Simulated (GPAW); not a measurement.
**Dielectric function and optical constants of Sb**

Aim: the dielectric function of Sb, and the optical constants that follow from it.

Calculated with GPAW 26.7.0; DFT, PBE, plane-wave PAW (GPAW data sets), scalar-relativistic, RPA, optical limit.

Report form: the programs' logs are mostly left out.

## (1) Starting point

Symmetry: R-3m, No. 166, trigonal system. The conventional cell has a = 4.308 Å, b = 4.308 Å, c = 11.274 Å, α = 90.00°, β = 90.00°, γ = 120.00°. Sb has 3 Sb at 2.91 Å nearest.

## (2) Ground state

The self-consistent density comes first; it also tells whether there is a gap, which decides the occupations and the need for a Drude term.

This step: DFT, PBE, plane-wave PAW (GPAW data sets), scalar-relativistic, ground state (GPAW 26.7.0).

gs.py

```python
from ase import Atoms
from ase.dft.bandgap import bandgap
from gpaw import GPAW, PW, FermiDirac

atoms = Atoms(['Sb', 'Sb'],
              cell=[[2.154200000010, 1.243727949894, 3.758000000000],
                    [-2.154200000010, 1.243727949894, 3.758000000000],
                    [0.000000000000, -2.487455899788, 3.758000000000]],
              scaled_positions=[[0.766510000000, 0.766510000000, 0.766510000000],
                                [0.233490000000, 0.233490000000, 0.233490000000]],
              pbc=[True, True, True])
atoms.calc = GPAW(mode=PW(400), xc='PBE', kpts={'size': (6, 6, 6), 'gamma': True},
                  occupations=FermiDirac(0.05), maxiter=150, txt='gs.txt')
print('energy (eV)', atoms.get_potential_energy())
print('Fermi level (eV)', atoms.calc.get_fermi_level())
print('valence electrons', atoms.calc.get_number_of_electrons())
print('gap (eV)', bandgap(atoms.calc, output=None)[0])
print('direct gap (eV)', bandgap(atoms.calc, direct=True, output=None)[0])
atoms.calc.write('gs.gpw')
```

Started as:

```
> OMP_NUM_THREADS=1 python gs.py
```

The job ended after 11 s (1 thread of Arm Neoverse V2, shared host; peak memory 0.14 GiB).

This step gave:

* energy: -8.566 eV
* Fermi energy: 6.987 eV
* electrons: 30

There are states at the Fermi level within the smearing, so the occupations stay smeared and the carriers get a Drude term.

## (3) Bands for the response

At the fixed density, many empty bands are solved on the mesh of the response, since the spectrum sums over them.

This step: DFT, PBE, plane-wave PAW (GPAW data sets), scalar-relativistic, bands at fixed density (GPAW 26.7.0).

nscf.py

```python
from ase.dft.bandgap import bandgap
from gpaw import GPAW, FermiDirac

calc = GPAW('gs.gpw').fixed_density(kpts={'size': (18, 18, 18), 'gamma': True}, nbands=51, convergence={'bands': 45},
                                    occupations=FermiDirac(0.05), txt='nscf.txt')
print('gap (eV)', bandgap(calc, output=None)[0])
print('direct gap (eV)', bandgap(calc, direct=True, output=None)[0])
print('top band over the Fermi level (eV)', min(calc.get_eigenvalues(kpt=k)[44] for k in range(len(calc.get_ibz_k_points()))) - calc.get_fermi_level())
calc.write('full.gpw', mode='all')
```

Started as:

```
> OMP_NUM_THREADS=1 python nscf.py
```

The job ended after 15 min (1 thread; peak memory 0.78 GiB).

## (4) Dielectric function, RPA

Local fields let the induced charge screen the field inside the cell, which as a rule lowers ε, most along directions where the density is uneven.

This step: DFT, PBE, plane-wave PAW (GPAW data sets), scalar-relativistic, RPA, optical limit (GPAW 26.7.0).

df.py

```python
from gpaw.response.df import DielectricFunction

df = DielectricFunction('full.gpw', frequencies={'type': 'nonlinear', 'domega0': 0.03, 'omega2': 8},
                        ecut=50,
                        eta=0.1,
                        nbands=45,
                        rate=0.05,
                        txt='df.txt')
for direction in ['x', 'z']:
    df.get_dielectric_function(xc='RPA', direction=direction, filename=f'df_{direction}.csv')
```

Started as:

```
> OMP_NUM_THREADS=1 python df.py
```

It took 2.3 min on 1 thread; peak memory 0.33 GiB.

This step gave:

* main peak of the optical conductivity above 1 eV, first axis: 1.238 eV

The Im ε has structure finer than the step of the table below, so its rows give means over 0.5 eV, whole bins alone (the curve runs from 0.305 to 15.0 eV). Peaks (eV: height): E ∥ x 0.49: 115; E ∥ z 0.88: 50.6, 1.88: 59.5.

The Im ε by photon energy; means over each step:

| photon energy (eV) | E ∥ x | E ∥ z |
| --- | --- | --- |
| 1.0 | 85.8 | 42.3 |
| 1.5 | 53.4 | 45.6 |
| 2.0 | 36.1 | 52.6 |
| 2.5 | 17.7 | 26.1 |
| 3.0 | 8.41 | 13.3 |
| 3.5 | 6.28 | 7.79 |
| 4.0 | 4.34 | 4.99 |
| 4.5 | 4.42 | 4.11 |
| 5.0 | 6.35 | 5.55 |
| 5.5 | 5.27 | 4.71 |
| 6.0 | 3.16 | 3.47 |
| 6.5 | 3.01 | 3.51 |
| 7.0 | 3.06 | 3.26 |
| 7.5 | 2.48 | 2.80 |
| 8.0 | 1.89 | 2.06 |
| 8.5 | 1.51 | 1.67 |
| 9.0 | 1.21 | 1.37 |
| 9.5 | 1.02 | 1.15 |
| 10.0 | 0.853 | 0.966 |
| 10.5 | 0.699 | 0.858 |
| 11.0 | 0.624 | 0.802 |
| 11.5 | 0.553 | 0.702 |
| 12.0 | 0.501 | 0.633 |
| 12.5 | 0.469 | 0.598 |
| 13.0 | 0.413 | 0.540 |
| 13.5 | 0.361 | 0.456 |
| 14.0 | 0.332 | 0.405 |
| 14.5 | 0.309 | 0.377 |

The Re ε by photon energy:

| photon energy (eV) | E ∥ x | E ∥ z |
| --- | --- | --- |
| 0.5 | 67.3 | 32.8 |
| 1.0 | -6.60 | 23.5 |
| 1.5 | -13.2 | 23.4 |
| 2.0 | -23.0 | -7.03 |
| 2.5 | -21.9 | -19.6 |
| 3.0 | -13.3 | -15.1 |
| 3.5 | -8.35 | -9.92 |
| 4.0 | -5.99 | -6.77 |
| 4.5 | -2.76 | -3.71 |
| 5.0 | -2.21 | -2.64 |
| 5.5 | -4.84 | -3.69 |
| 6.0 | -4.01 | -2.96 |
| 6.5 | -2.47 | -2.63 |
| 7.0 | -2.78 | -2.40 |
| 7.5 | -2.64 | -2.59 |
| 8.0 | -2.40 | -2.35 |
| 8.5 | -2.19 | -2.12 |
| 9.0 | -1.83 | -1.70 |
| 9.5 | -1.55 | -1.48 |
| 10.0 | -1.32 | -1.24 |
| 10.5 | -1.09 | -1.07 |
| 11.0 | -0.898 | -0.859 |
| 11.5 | -0.678 | -0.689 |
| 12.0 | -0.583 | -0.606 |
| 12.5 | -0.469 | -0.487 |
| 13.0 | -0.346 | -0.392 |
| 13.5 | -0.255 | -0.321 |
| 14.0 | -0.166 | -0.239 |
| 14.5 | -0.0607 | -0.136 |

The reflectivity at normal incidence by photon energy; read off at these points:

| photon energy (eV) | E ∥ x (%) | E ∥ z (%) |
| --- | --- | --- |
| 0.500 | 74.0 | 56.2 |
| 0.750 | 74.3 | 61.9 |
| 0.878 | 75.7 | 63.6 |
| 1.000 | 73.7 | 59.6 |
| 1.250 | 73.4 | 61.6 |
| 1.500 | 71.8 | 62.3 |
| 1.750 | 71.3 | 64.8 |
| 2.000 | 74.9 | 70.6 |
| 2.250 | 76.0 | 73.8 |
| 2.500 | 78.8 | 73.9 |
| 2.750 | 78.9 | 74.1 |
| 2.859 | 78.7 | 75.1 |
| 3.000 | 77.4 | 74.3 |
| 3.250 | 73.2 | 73.4 |
| 3.500 | 70.3 | 71.2 |
| 3.750 | 69.6 | 72.4 |
| 4.000 | 67.7 | 67.5 |
| 4.250 | 58.9 | 65.9 |
| 4.500 | 47.6 | 55.1 |
| 4.750 | 43.0 | 45.8 |
| 5.000 | 43.9 | 45.9 |
| 5.250 | 52.7 | 52.1 |
| 5.500 | 58.5 | 53.0 |
| 5.715 | 61.4 | 57.2 |
| 5.750 | 61.3 | 56.7 |
| 6.000 | 61.4 | 51.3 |
| 6.250 | 55.1 | 46.4 |
| 6.500 | 48.9 | 48.2 |
| 6.750 | 48.3 | 47.5 |
| 7.000 | 51.2 | 46.9 |
| 7.250 | 53.7 | 49.3 |
| 7.500 | 53.4 | 50.9 |
| 7.750 | 57.0 | 55.1 |
| 8.000 | 56.2 | 54.3 |
| 8.250 | 56.2 | 52.9 |
| 8.454 | 59.1 | 55.9 |
| 8.500 | 59.0 | 55.5 |
| 8.750 | 58.3 | 55.9 |
| 9.000 | 58.0 | 52.9 |
| 9.250 | 56.9 | 53.6 |
| 9.500 | 57.7 | 53.1 |
| 9.750 | 57.0 | 53.3 |
| 10.000 | 56.9 | 52.3 |
| 10.250 | 56.6 | 49.9 |
| 10.500 | 56.6 | 50.2 |
| 10.750 | 55.2 | 48.6 |
| 11.000 | 53.1 | 45.1 |
| 11.250 | 53.4 | 47.2 |
| 11.500 | 50.1 | 44.5 |
| 11.750 | 49.1 | 44.1 |
| 12.000 | 49.0 | 43.4 |
| 12.250 | 45.6 | 41.2 |
| 12.500 | 44.9 | 39.5 |
| 12.750 | 44.9 | 40.4 |
| 13.000 | 42.1 | 37.9 |
| 13.250 | 41.6 | 39.5 |
| 13.500 | 40.6 | 39.2 |
| 13.750 | 36.9 | 36.1 |
| 14.000 | 36.2 | 37.1 |
| 14.250 | 32.4 | 32.0 |
| 14.500 | 29.4 | 31.7 |
| 14.750 | 26.9 | 28.2 |

Table of Im ε, E ∥ x by photon energy; read off at these points:

| photon energy (eV) | without local fields | with local fields |
| --- | --- | --- |
| 0.50 | 119 | 114 |
| 0.78 | 121 | 113 |
| 1.00 | 82.3 | 77.3 |
| 1.50 | 57.5 | 52.8 |
| 2.00 | 36.7 | 36.3 |
| 2.50 | 16.3 | 16.9 |
| 3.00 | 7.95 | 8.02 |
| 3.50 | 6.15 | 5.99 |
| 4.00 | 4.29 | 4.10 |
| 4.50 | 5.09 | 4.36 |
| 5.00 | 7.61 | 6.22 |
| 5.50 | 5.43 | 5.18 |
| 6.00 | 3.32 | 3.09 |
| 6.50 | 3.69 | 2.96 |
| 7.00 | 3.55 | 3.11 |
| 7.50 | 2.73 | 2.49 |
| 8.00 | 2.00 | 1.87 |
| 8.50 | 1.50 | 1.45 |
| 9.00 | 1.26 | 1.20 |
| 9.50 | 1.05 | 0.992 |
| 10.00 | 0.888 | 0.844 |
| 10.50 | 0.755 | 0.695 |
| 11.00 | 0.692 | 0.645 |
| 11.50 | 0.634 | 0.547 |
| 12.00 | 0.535 | 0.497 |
| 12.50 | 0.487 | 0.480 |
| 13.00 | 0.432 | 0.420 |
| 13.50 | 0.369 | 0.358 |
| 14.00 | 0.323 | 0.335 |
| 14.50 | 0.296 | 0.315 |

Values under 1 per cm are given as 1. The absorption coefficient by photon energy:

| photon energy (eV) | E ∥ x (1/cm) | E ∥ z (1/cm) |
| --- | --- | --- |
| 0.492 | 2.8e5 | 1.1e5 |
| 1.010 | 6.6e5 | 3.3e5 |
| 1.486 | 8.7e5 | 5.6e5 |
| 1.985 | 1.2e6 | 1.1e6 |
| 2.508 | 1.3e6 | 1.3e6 |
| 3.018 | 1.2e6 | 1.3e6 |
| 3.510 | 1.1e6 | 1.2e6 |
| 3.980 | 1.1e6 | 1.1e6 |
| 4.516 | 9.1e5 | 9.7e5 |
| 4.981 | 1.1e6 | 1.1e6 |
| 5.515 | 1.4e6 | 1.2e6 |
| 6.021 | 1.3e6 | 1.2e6 |
| 6.494 | 1.2e6 | 1.2e6 |
| 6.985 | 1.3e6 | 1.3e6 |
| 7.496 | 1.3e6 | 1.4e6 |
| 8.026 | 1.3e6 | 1.3e6 |
| 8.516 | 1.3e6 | 1.3e6 |
| 9.023 | 1.3e6 | 1.3e6 |
| 9.483 | 1.3e6 | 1.2e6 |
| 10.026 | 1.2e6 | 1.2e6 |
| 10.519 | 1.2e6 | 1.2e6 |
| 11.029 | 1.1e6 | 1.1e6 |
| 11.479 | 1.0e6 | 1.1e6 |
| 12.023 | 1.0e6 | 1.0e6 |
| 12.504 | 9.6e5 | 1.0e6 |
| 13.000 | 8.8e5 | 9.6e5 |
| 13.512 | 8.0e5 | 9.0e5 |
| 14.040 | 7.3e5 | 8.3e5 |
| 14.493 | 6.4e5 | 7.6e5 |

At chosen wavelengths:

| wavelength (nm) | n x | k x | R (%) x | 1/α x | n z | k z | R (%) z | 1/α z |
| --- | --- | --- | --- | --- | --- | --- | --- | --- |
| 1550 | 8.33 | 6.789 | 75.0 | 18 nm | 7.26 | 3.178 | 62.9 | 39 nm |
| 1064 | 6.03 | 5.857 | 71.2 | 14 nm | 6.39 | 3.098 | 60.2 | 27 nm |
| 800 | 4.38 | 5.819 | 72.1 | 11 nm | 6.02 | 3.955 | 62.9 | 16 nm |
| 450 | 1.29 | 4.375 | 78.9 | 8.2 nm | 2.01 | 4.692 | 74.2 | 7.6 nm |
| 405 | 1.03 | 3.667 | 76.5 | 8.8 nm | 1.46 | 4.052 | 74.0 | 8.0 nm |
| 365 | 1.00 | 3.221 | 72.2 | 9.0 nm | 1.14 | 3.563 | 73.7 | 8.2 nm |
| 193 | 0.80 | 1.804 | 50.9 | 8.5 nm | 0.98 | 1.873 | 47.2 | 8.2 nm |

A polished face would reflect 75 % of daylight and look light grey (CIE x = 0.309, y = 0.327 under D65).

## (5) Results

```yaml
main_peak_of_the_optical_conductivity_above_1_ev_first_axis: 1.24 eV
```

In words: At this level (PBE, RPA) Sb is a metal; it reflects 76 % at 550 nm for E ∥ x. A polished face would reflect 75 % of daylight and look light grey (CIE x = 0.309, y = 0.327 under D65). The carriers' damping of 0.05 eV is typed, not computed; it shapes the response at the lowest energies. Spin-orbit coupling is left out although heavy atoms are present. The sum runs over mesh points, so small or evenly spaced maxima can still be ripples of the mesh. GPAW's carrier term has the form −ωp²/(ω + i·rate)², which damps like twice the rate and fails at low energy, so the curves leave the lowest energies out. Besides steps told in other documents, this task had 1 step that the program refused or didn't finish; those not told in a step above aren't shown.

[Machine, clock and banner lines and Python warnings are left out of the logs.]

[Logs are printed without paths, hosts, clocks, repeated set-up lines and the standing remarks that a program may print on its own settings, such as how far it seeks lower states.]

[Hosts, paths, dates, database ids (printed as entryN), source tags and the programs' standing remarks are cut or masked in the printed files.]
